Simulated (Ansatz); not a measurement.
Entries from a set of simulations; values are calculated unless marked as measured.

```cif
data_sic
_symmetry_space_group_name_H-M 'P6_3mc'
_symmetry_Int_Tables_number 186
_cell_length_a 3.0757
_cell_length_b 3.0757
_cell_length_c 10.0706
_cell_angle_alpha 90.000
_cell_angle_beta 90.000
_cell_angle_gamma 120.000
_cell_volume 82.50
loop_
_atom_site_label
_atom_site_type_symbol
_atom_site_symmetry_multiplicity
_atom_site_Wyckoff_symbol
_atom_site_fract_x
_atom_site_fract_y
_atom_site_fract_z
_atom_site_occupancy
Si1 Si 2 b 0.66667 0.33333 0.93784 1
Si2 Si 2 a 0.00000 0.00000 0.68789 1
C1 C 2 b 0.66667 0.33333 0.74980 1
C2 C 2 a 0.00000 0.00000 0.50046 1
_calc_subject 'SiC (P6_3mc): band gap by G0W0 on HSE06'
_calc_method 'G0W0 on HSE06, plane waves, PAW (and 1 further level or step)'
_calc_program 'Ansatz 0.2.0'
_calc_settings_of_one_run 'cutoff 820 eV, 9×9×2 k-mesh, {"kind": "paw", "source": "ansatz"}, empty bands 490, screening cutoff 190 eV, screening contour deformation, QP bands (v2, c2)'
_calc_cost '2 runs, 3.1 min in all on 1 × NVIDIA H100 80GB HBM3 (shared by 6 runs) with 3 threads of AMD EPYC 7R13 (Zen 3), shared host (the runs of this entry)'
_calc_notes 'In doubt: masses and optical values from hybrid runs of this build are listed as unsure (in some of the runs), which bears on the screening that GW takes from such a start. The cell and positions are those that the Materials Project relaxed with its own functionals (PBE, PBE+U or r2SCAN), kept fixed. Bands and cutoff are finite, so the gap is not at the basis limit. The miss can reach some tenths of an eV and take either sign; the mesh is an error of its own.'
_calc_hse06_gap '3.14 eV, indirect'
_calc_g0w0_gap_on_the_mesh '3.65 eV, from k = Γ to k = (0.000, 0.444, 0.000)'
_calc_gw_settings '9×9×2 mesh, 490 empty bands, screening to 190 eV, hard PAW files'
_calc_known_limits 'not at the basis limit'
```

```cif
data_sic
_symmetry_space_group_name_H-M 'P6_3mc'
_symmetry_Int_Tables_number 186
_cell_length_a 3.0757
_cell_length_b 3.0757
_cell_length_c 10.0706
_cell_angle_alpha 90.000
_cell_angle_beta 90.000
_cell_angle_gamma 120.000
_cell_volume 82.50
loop_
_atom_site_label
_atom_site_type_symbol
_atom_site_symmetry_multiplicity
_atom_site_Wyckoff_symbol
_atom_site_fract_x
_atom_site_fract_y
_atom_site_fract_z
_atom_site_occupancy
Si1 Si 2 b 0.66667 0.33333 0.93784 1
Si2 Si 2 a 0.00000 0.00000 0.68789 1
C1 C 2 b 0.66667 0.33333 0.74980 1
C2 C 2 a 0.00000 0.00000 0.50046 1
_calc_subject 'Quasiparticle gap of SiC (P6_3mc)'
_calc_method 'DFT, PBE, plane waves, PAW (and 1 further level or step)'
_calc_program 'Ansatz 0.2.0'
_calc_settings_of_one_run 'cutoff 420 eV, 12×12×2 k-mesh, smearing width 0.02 eV, default PAW'
_calc_cost '2 runs, 1.9 min in all on 1 × NVIDIA H100 80GB HBM3 (shared by 6 runs) with 3 threads of AMD EPYC 7R13 (Zen 3), shared host (the runs of this entry)'
_calc_notes 'The cell and positions are those that the Materials Project relaxed with its own functionals (PBE, PBE+U or r2SCAN), kept fixed.'
_calc_pbe_gap '2.23 eV, indirect'
_calc_g0w0_gap_on_the_mesh '3.32 eV, from k = Γ to k = (0.000, 0.444, 0.000)'
_calc_g0w0_gap_over_the_zone_rigid_shift '3.20 eV'
_calc_gw_settings '9×9×2 mesh, 831 empty bands, screening to 270 eV, hard PAW files'
_calc_known_limits 'not at the basis limit'
```

[Paths, hosts, dates, memory and timing lines, banners, echoed tables and standing remarks are left out of the program output.]

[Logs are printed without paths, hosts, clocks, repeated set-up lines and the standing remarks that a program may print on its own settings, such as how far it seeks lower states.]

[Runs of the session that timed out or met a known fault of the program may be left out.]

[Cells called generated may have been cut or substituted from an entry of the Crystallography Open Database or the Materials Project.]

[Hosts, paths, dates, database ids (printed as entryN), source tags and the programs' standing remarks are cut or masked in the printed files.]
